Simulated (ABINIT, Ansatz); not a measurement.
# ZrZnF6 (Fm-3m): bands and cutoff in G0W0 with ABINIT

Aim: raise bands and screening cutoff together for ZrZnF6 (Fm-3m) and follow gap and time.

Calculated with ABINIT 10.8.3; PBEsol and many-body steps on it, plane waves.

**1. The starting structure**

It takes space group Fm-3m (No. 225, cubic). Conventional cell: a = 8.058 Å, b = 8.058 Å, c = 8.058 Å, α = 90.00°, β = 90.00°, γ = 90.00°. Nearest to Zr lie 6 F at 2.01 Å. Nearest to Zn lie 6 F at 2.02 Å. F has 1 Zr at 2.01 Å and 1 Zn at 2.02 Å nearest. Farther neighbours and most contacts between anions are not listed.

The cell and positions are those that the Materials Project relaxed with its own functionals (PBE, PBE+U or r2SCAN), kept fixed.

**2. Empty states on the mesh, 2×2×2 mesh, 273 bands**

This step: ABINIT 10.8.3; DFT, PBEsol, plane waves, norm-conserving pseudopotentials.

The sums over transitions need many empty states on a uniform mesh; this step solves for them.

run.abi reads:

```
acell 3*1.0 Angstrom
rprim 
  -0.000000000000 4.028896100000 4.028896100000
  4.028896100000 -0.000000000000 4.028896100000
  4.028896100000 4.028896100000 -0.000000000000
ntypat 3
znucl 40 30 9
natom 8
typat 1 2 3 3 3 3 3 3
xred 
  0.000000000000 0.000000000000 0.000000000000
  0.500000000000 0.500000000000 0.500000000000
  0.750139860000 0.249860140000 0.249860140000
  0.249860140000 0.750139860000 0.750139860000
  0.249860140000 0.750139860000 0.249860140000
  0.750139860000 0.249860140000 0.750139860000
  0.249860140000 0.249860140000 0.750139860000
  0.750139860000 0.750139860000 0.249860140000
pp_dirpath "pseudos"
pseudos "Zr.upf, Zn.upf, F.upf"
ecut 38
ngkpt 2 2 2
nshiftk 1
shiftk 0 0 0
kptopt 1
chksymbreak 0
iscf -2
irdden 1
istwfk *1
nband 273
nbdbuf 24
tolwfr 1e-09
nstep 60
prtvol 0
indata_prefix "in"
outdata_prefix "out"
tmpdata_prefix "tmp"
```

Run with:

```sh
OMP_NUM_THREADS=1 mpirun -n 4 abinit run.abi > log
```

Numbers of over 12 decimals in the logs are rounded to 6 here.

Output:

```text
.Version 10.8.3 of ABINIT. v10.8.2 released Aug 2026.

 Symmetries : space group Fm -3 m (#225); Bravais cF (face-center cubic)
[... echo of the input left out ...]
== DATASET  1 ==================================================================
-   mpi_nproc: 4, omp_nthreads: 1 (-1 if OMP is not activated)
-    --> not optimal distribution: autoparal keyword recommended in input file <--

--- !DatasetInfo
iteration_state: {dtset: 1, }
dimensions: {natom: 8, nkpt: 3, mband: 273, nsppol: 1, nspinor: 1, nspden: 1, mpw: 9922, }
cutoff_energies: {ecut:  38.0, pawecutdg:  -1.0, }
[...]
2.93430    2.93430    2.95011    2.95011    2.95012    2.95754    2.96212    2.96226
   2.97001    2.97003    2.97014    2.97432    2.97469    2.97983    2.99307    2.99580
   2.99778
 prteigrs : prtvol=0 or 1, do not print more k-points.

== END DATASET(S) ==============================================================
================================================================================

 -outvars: echo values of variables after computation  --------
            nband         273
             nkpt           3
          spgroup         225
 [... the other variables as echoed above ...]

 Calculation completed.
```

Wall time 2.5 min (4 MPI ranks of Arm Neoverse V2, shared host); peak memory 0.46 GiB.

This step gave:

```
gap                                                           : 6.313 eV
k of the valence top                                          : 0.5, 0, 0
k of the conduction bottom                                    : 0.5, 0, 0
least direct gap                                              : 6.313 eV
k points computed                                             : 3
lowest point of the top converged band, above the valence top : 79.3675 eV
```

On this mesh the gap is 6.313 eV.

The density comes from a self-consistent run that is not shown.

**3. Screening, 2×2×2 mesh, 63 bands, screening to 62.6 eV**

The RPA dielectric matrix is built and inverted for each q.

This step: RPA screening on PBEsol, plane waves, norm-conserving pseudopotentials.

Edit run.abi of step 2 so:

```diff
@@ -26,10 +26,11 @@
 chksymbreak 0
-iscf -2
-irdden 1
 istwfk *1
-nband 273
-nbdbuf 24
-tolwfr 1e-09
-nstep 60
-prtvol 0
+occopt 1
+irdwfk 1
+optdriver 3
+nband 63
+ecuteps 2.3
+inclvkb 2
+awtr 1
+symchi 1
 indata_prefix "in"
```

Output:

```text
.Version 10.8.3 of ABINIT. v10.8.2 released Aug 2026.

 Symmetries : space group Fm -3 m (#225); Bravais cF (face-center cubic)
[... echo of the input left out ...]
== DATASET  1 ==================================================================
-   mpi_nproc: 4, omp_nthreads: 1 (-1 if OMP is not activated)

--- !DatasetInfo
iteration_state: {dtset: 1, }
dimensions: {natom: 8, nkpt: 3, mband: 63, nsppol: 1, nspinor: 1, nspden: 1, mpw: 9922, }
cutoff_energies: {ecut:  38.0, pawecutdg:  -1.0, }
electrons: {nelect:   7.40000000E+01, charge:   0.00000000E+00, occopt:   1.00000000E+00, tsmear:   1.00000000E-02, }

 SCREENING: Calculation of the susceptibility and dielectric matrices

 Based on a program developped by R.W. Godby, V. Olevano, G. Onida, and L. Reining.
 Incorporated in ABINIT by V. Olevano, G.-M. Rignanese, and M. Torrent.
.Using double precision arithmetic ; gwpc =  8

[... cell and pseudopotentials left out ...]
--------------------------------------------------------------------------------

 ==== K-mesh for the wavefunctions ====
 Number of points in the irreducible wedge :     3
[... list of points left out ...]
 Together with 48 symmetry operations and time-reversal symmetry
 yields     8 points in the full Brillouin Zone.

 ==== Q-mesh for the screening function ====
 Number of points in the irreducible wedge :     3
[... list of points left out ...]
 Together with 48 symmetry operations and time-reversal symmetry
 yields     8 points in the full Brillouin Zone.

 setmesh: FFT mesh size selected  =    40x   40x   40
          total number of points  =        64000

 vcoul_init : cutoff-mode = AUXILIARY_FUNCTION
 q-points for optical limit:   1
     1)      0.000010    0.000020    0.000030

- screening: taking advantage of time-reversal symmetry
- Maximum band index for partially occupied states nbvw = 37
- Remaining bands to be divided among processors   nbcw = 26
- Number of bands treated by each node ~6

 Number of electrons calculated from density =   74.0000; Expected =   74.0000
 average of density, n =  0.083839
 r_s =    1.4174
 omega_plasma =   27.9305 [eV]

 calculating chi0 at frequencies [eV] :
  1    0.000000E+00    0.000000E+00
  2    0.000000E+00    2.793052E+01

--------------------------------------------------------------------------------
  q-point number  1        q = ( 0.000000, 0.000000, 0.000000) [r.l.u.]
--------------------------------------------------------------------------------
[... chi0 elements left out ...]
 For q-point:  0.000010 0.000020 0.000030
  dielectric constant =   2.0528
  dielectric constant without local fields =   2.1661

  Average fulfillment of the sum rule on Im[epsilon] for q-point    1 :     14.99  [%]
[... wings left out ...]
  q-point number  2        q = ( 0.500000, 0.000000, 0.000000) [r.l.u.]
--------------------------------------------------------------------------------
[... chi0 elements left out ...]
  Average fulfillment of the sum rule on Im[epsilon] for q-point    2 :     19.60  [%]

 [... 1 further q-points ...]
```

Wall time 12 s (4 MPI ranks); peak memory 1.4 GiB.

Numbers from this step:

* ε∞ with local fields, on this mesh, along the program's q direction: 2.053
* the same without local fields: 2.166
* plasma frequency: 27.93 eV
* plane waves in the screening matrix: 169

Local fields lower ε∞ by 5 %. On a Γ-centred mesh this coarse the value itself is usually too large, while a short band sum pulls it down.

**4. 63 bands, 62.6 eV**

The self-energy is evaluated for the states that the input lists, and the levels follow from it, in one-shot runs by the linearised quasiparticle equation.

This step: G0W0 on PBEsol, plane waves, norm-conserving pseudopotentials.

Edit run.abi of step 3 so:

```diff
@@ -29,8 +29,17 @@
 irdwfk 1
-optdriver 3
+optdriver 4
 nband 63
+gwcalctyp 0
+ecutsigx 38
+symsigma 1
+nkptgw 2
+kptgw 
+  0.5000000000 0.0000000000 0.0000000000
+  0.0000000000 0.0000000000 0.0000000000
+bdgw 
+  36 40
+  35 40
 ecuteps 2.3
-inclvkb 2
-awtr 1
-symchi 1
+irdscr 1
+ppmodel 1
 indata_prefix "in"
```

Output:

```text
.Version 10.8.3 of ABINIT. v10.8.2 released Aug 2026.

 Symmetries : space group Fm -3 m (#225); Bravais cF (face-center cubic)
[... echo of the input left out ...]
== DATASET  1 ==================================================================
-   mpi_nproc: 4, omp_nthreads: 1 (-1 if OMP is not activated)

--- !DatasetInfo
iteration_state: {dtset: 1, }
dimensions: {natom: 8, nkpt: 3, mband: 63, nsppol: 1, nspinor: 1, nspden: 1, mpw: 9922, }
cutoff_energies: {ecut:  38.0, pawecutdg:  -1.0, }
electrons: {nelect:   7.40000000E+01, charge:   0.00000000E+00, occopt:   1.00000000E+00, tsmear:   1.00000000E-02, }

 SIGMA: Calculation of the GW corrections

 Based on a program developped by R.W. Godby, V. Olevano, G. Onida, and L. Reining.
 Incorporated in ABINIT by V. Olevano, G.-M. Rignanese, and M. Torrent.
.Using double precision arithmetic ; gwpc =  8

[... cell and pseudopotentials left out ...]
--------------------------------------------------------------------------------

 ==== K-mesh for the wavefunctions ====
 Number of points in the irreducible wedge :     3
[... list of points left out ...]
 Together with 48 symmetry operations and time-reversal symmetry
 yields     8 points in the full Brillouin Zone.

 ==== Q-mesh for screening function ====
 Number of points in the irreducible wedge :     3
[... list of points left out ...]
 Together with 48 symmetry operations and time-reversal symmetry
 yields     8 points in the full Brillouin Zone.

 vcoul_init : cutoff-mode = AUXILIARY_FUNCTION
 q-points for optical limit:   1
     1)      0.000010    0.000020    0.000030
 setmesh: FFT mesh size selected  =    60x   60x   60
          total number of points  =       216000

 Number of electrons calculated from density =   74.0000; Expected =   74.0000
 average of density, n =  0.083839
 r_s =    1.4174
 omega_plasma =   27.9305 [eV]

 === KS Band Gaps ===
  >>>> For spin  1
   Minimum direct gap =   6.3132 [eV], located at k-point      :   0.5000  0.0000  0.0000
   Fundamental gap    =   6.3132 [eV], Top of valence bands at :   0.5000  0.0000  0.0000
                                       Bottom of conduction at :   0.5000  0.0000  0.0000
 SIGMA fundamental parameters:
 PLASMON POLE MODEL  1
 number of plane-waves for SigmaX                 9841
 number of plane-waves for SigmaC and W            169
 number of plane-waves for wavefunctions          9841
 number of bands                                    63
 number of independent spin polarizations            1
 number of spinorial components                      1
 number of k-points in IBZ                           3
 number of q-points in IBZ                           3
 number of symmetry operations                      48
 number of k-points in BZ                            8
 number of q-points in BZ                            8
 number of frequencies for dSigma/dE                 9
 frequency step for dSigma/dE [eV]                0.25
 number of omega for Sigma on real axis              0
 max omega for Sigma on real axis  [eV]           0.00
 zcut for avoiding poles [eV]                     0.10

 EPSILON^-1 parameters (SCR file):
 dimension of the eps^-1 matrix on file            169
 dimension of the eps^-1 matrix used               169
 number of plane-waves for wavefunctions          9841
 number of bands                                    63
 number of q-points in IBZ                           3
 number of frequencies                               2
 number of real frequencies                          1
 number of imag frequencies                          1

 matrix elements of self-energy operator (all in [eV])

 Perturbative Calculation

--- !SelfEnergy_ee
iteration_state: {dtset: 1, }
kpoint     : [   0.500,    0.000,    0.000, ]
spin       : 1
KS_gap     :    6.313
QP_gap     :   12.414
Delta_QP_KS:    6.101
data: !SigmaeeData |
     Band     E0 <VxcDFT>   SigX SigC(E0)      Z dSigC/dE  Sig(E)    E-E0       E
       36  -1.574 -28.751 -36.306   4.418   0.815  -0.227 -31.308  -2.557  -4.131
       37  -1.574 -28.751 -36.306   4.418   0.815  -0.227 -31.308  -2.557  -4.131
       38   4.739 -16.345  -9.898  -2.280   0.850  -0.176 -12.801   3.544   8.283
       39   4.840 -16.761 -10.298  -2.250   0.848  -0.179 -13.189   3.572   8.413
       40   4.840 -16.761 -10.298  -2.250   0.848  -0.179 -13.189   3.572   8.413

--- !SelfEnergy_ee
iteration_state: {dtset: 1, }
kpoint     : [   0.000,    0.000,    0.000, ]
spin       : 1
KS_gap     :    6.958
QP_gap     :   12.342
Delta_QP_KS:    5.384
data: !SigmaeeData |
     Band     E0 <VxcDFT>   SigX SigC(E0)      Z dSigC/dE  Sig(E)    E-E0       E
       35  -2.188 -22.782 -30.159   5.058   0.790  -0.266 -24.613  -1.831  -4.019
       36  -2.188 -22.782 -30.159   5.058   0.790  -0.266 -24.613  -1.831  -4.019
       37  -2.188 -22.782 -30.159   5.058   0.790  -0.266 -24.613  -1.831  -4.019
       38   4.770 -16.623 -10.168  -2.271   0.849  -0.178 -13.070   3.553   8.324
       39   4.770 -16.623 -10.168  -2.271   0.849  -0.178 -13.070   3.553   8.324
       40   4.770 -16.623 -10.168  -2.271   0.849  -0.178 -13.070   3.553   8.324

== END DATASET(S) ==============================================================
================================================================================

 -outvars: echo values of variables after computation  --------
           etotal      0.0000000000E+00
            nband          63
             nkpt           3
          spgroup         225
 [... the other variables as echoed above ...]

 Calculation completed.
```

Elapsed: 5.4 s, on 4 MPI ranks; peak memory 1.1 GiB.

Numbers from this step:

```yaml
g0w0_gap_on_the_points_computed: 12.30 eV
starting_gap_on_the_mesh: 6.313 eV
k_of_the_valence_top: 0, 0, 0
k_of_the_conduction_bottom: 0.5, 0, 0
z_at_the_valence_top: 0.79
z_at_the_conduction_bottom: 0.85
least_direct_g0w0_gap_on_the_computed_points: 12.34 eV
```

The gap on the mesh goes from 6.31 eV to 12.30 eV, a correction of +5.99 eV.

**5. Screening, 2×2×2 mesh, 123 bands, screening to 114.3 eV**

This step: RPA screening on PBEsol, plane waves, norm-conserving pseudopotentials.

Edit run.abi of step 4 so:

```diff
@@ -29,17 +29,8 @@
 irdwfk 1
-optdriver 4
-nband 63
-gwcalctyp 0
-ecutsigx 38
-symsigma 1
-nkptgw 2
-kptgw 
-  0.5000000000 0.0000000000 0.0000000000
-  0.0000000000 0.0000000000 0.0000000000
-bdgw 
-  36 40
-  35 40
-ecuteps 2.3
-irdscr 1
-ppmodel 1
+optdriver 3
+nband 123
+ecuteps 4.2
+inclvkb 2
+awtr 1
+symchi 1
 indata_prefix "in"
```

Output:

```text
.Version 10.8.3 of ABINIT. v10.8.2 released Aug 2026.

 Symmetries : space group Fm -3 m (#225); Bravais cF (face-center cubic)
[... echo of the input left out ...]
== DATASET  1 ==================================================================
-   mpi_nproc: 4, omp_nthreads: 1 (-1 if OMP is not activated)

--- !DatasetInfo
iteration_state: {dtset: 1, }
dimensions: {natom: 8, nkpt: 3, mband: 123, nsppol: 1, nspinor: 1, nspden: 1, mpw: 9922, }
cutoff_energies: {ecut:  38.0, pawecutdg:  -1.0, }
electrons: {nelect:   7.40000000E+01, charge:   0.00000000E+00, occopt:   1.00000000E+00, tsmear:   1.00000000E-02, }

 SCREENING: Calculation of the susceptibility and dielectric matrices

 Based on a program developped by R.W. Godby, V. Olevano, G. Onida, and L. Reining.
 Incorporated in ABINIT by V. Olevano, G.-M. Rignanese, and M. Torrent.
.Using double precision arithmetic ; gwpc =  8

[... cell and pseudopotentials left out ...]
--------------------------------------------------------------------------------

 ==== K-mesh for the wavefunctions ====
 Number of points in the irreducible wedge :     3
[... list of points left out ...]
 Together with 48 symmetry operations and time-reversal symmetry
 yields     8 points in the full Brillouin Zone.

 ==== Q-mesh for the screening function ====
 Number of points in the irreducible wedge :     3
[... list of points left out ...]
 Together with 48 symmetry operations and time-reversal symmetry
 yields     8 points in the full Brillouin Zone.

 setmesh: FFT mesh size selected  =    40x   40x   40
          total number of points  =        64000

 vcoul_init : cutoff-mode = AUXILIARY_FUNCTION
 q-points for optical limit:   1
     1)      0.000010    0.000020    0.000030

- screening: taking advantage of time-reversal symmetry
- Maximum band index for partially occupied states nbvw = 37
- Remaining bands to be divided among processors   nbcw = 86
- Number of bands treated by each node ~21

 Number of electrons calculated from density =   74.0000; Expected =   74.0000
 average of density, n =  0.083839
 r_s =    1.4174
 omega_plasma =   27.9305 [eV]

 calculating chi0 at frequencies [eV] :
  1    0.000000E+00    0.000000E+00
  2    0.000000E+00    2.793052E+01

--------------------------------------------------------------------------------
  q-point number  1        q = ( 0.000000, 0.000000, 0.000000) [r.l.u.]
--------------------------------------------------------------------------------
[... chi0 elements left out ...]
 For q-point:  0.000010 0.000020 0.000030
  dielectric constant =   2.1577
  dielectric constant without local fields =   2.3176

  Average fulfillment of the sum rule on Im[epsilon] for q-point    1 :     33.82  [%]
[... wings left out ...]
  q-point number  2        q = ( 0.500000, 0.000000, 0.000000) [r.l.u.]
--------------------------------------------------------------------------------
[... chi0 elements left out ...]
  Average fulfillment of the sum rule on Im[epsilon] for q-point    2 :     38.88  [%]

 [... 1 further q-points ...]
```

Run time: 33 s. Hardware: 4 MPI ranks; peak memory 1.6 GiB.

Numbers from this step:

| Quantity | Value |
| --- | --- |
| ε∞ with local fields, on this mesh, along the program's q direction | 2.158 |
| the same without local fields | 2.318 |
| plasma frequency | 27.93 eV |
| plane waves in the screening matrix | 339 |

(Continued in part 2 of 2.)

[Paths, hosts, dates, memory and timing lines, banners, echoed tables and standing remarks are left out of the program output.]

[Logs are printed without paths, hosts, clocks, repeated set-up lines and the standing remarks that a program may print on its own settings, such as how far it seeks lower states.]

[Runs of the session that timed out or met a known fault of the program may be left out.]

[No measured gap is set beside runs whose start may be inverted or whose files or cutoffs have a known fault.]

[Hosts, paths, dates, database ids (printed as entryN), source tags and the programs' standing remarks are cut or masked in the printed files.]

[G0W0 gaps are taken among the corrected bands and points alone; a level outside them can change the order at an edge.]

[Where Ansatz stands beside ABINIT at settings called matched, ABINIT's density can come from a denser mesh and the files from another edition; pairs whose starting gaps differed by over 0.03 eV were left out, so agreement reads better than it is.]
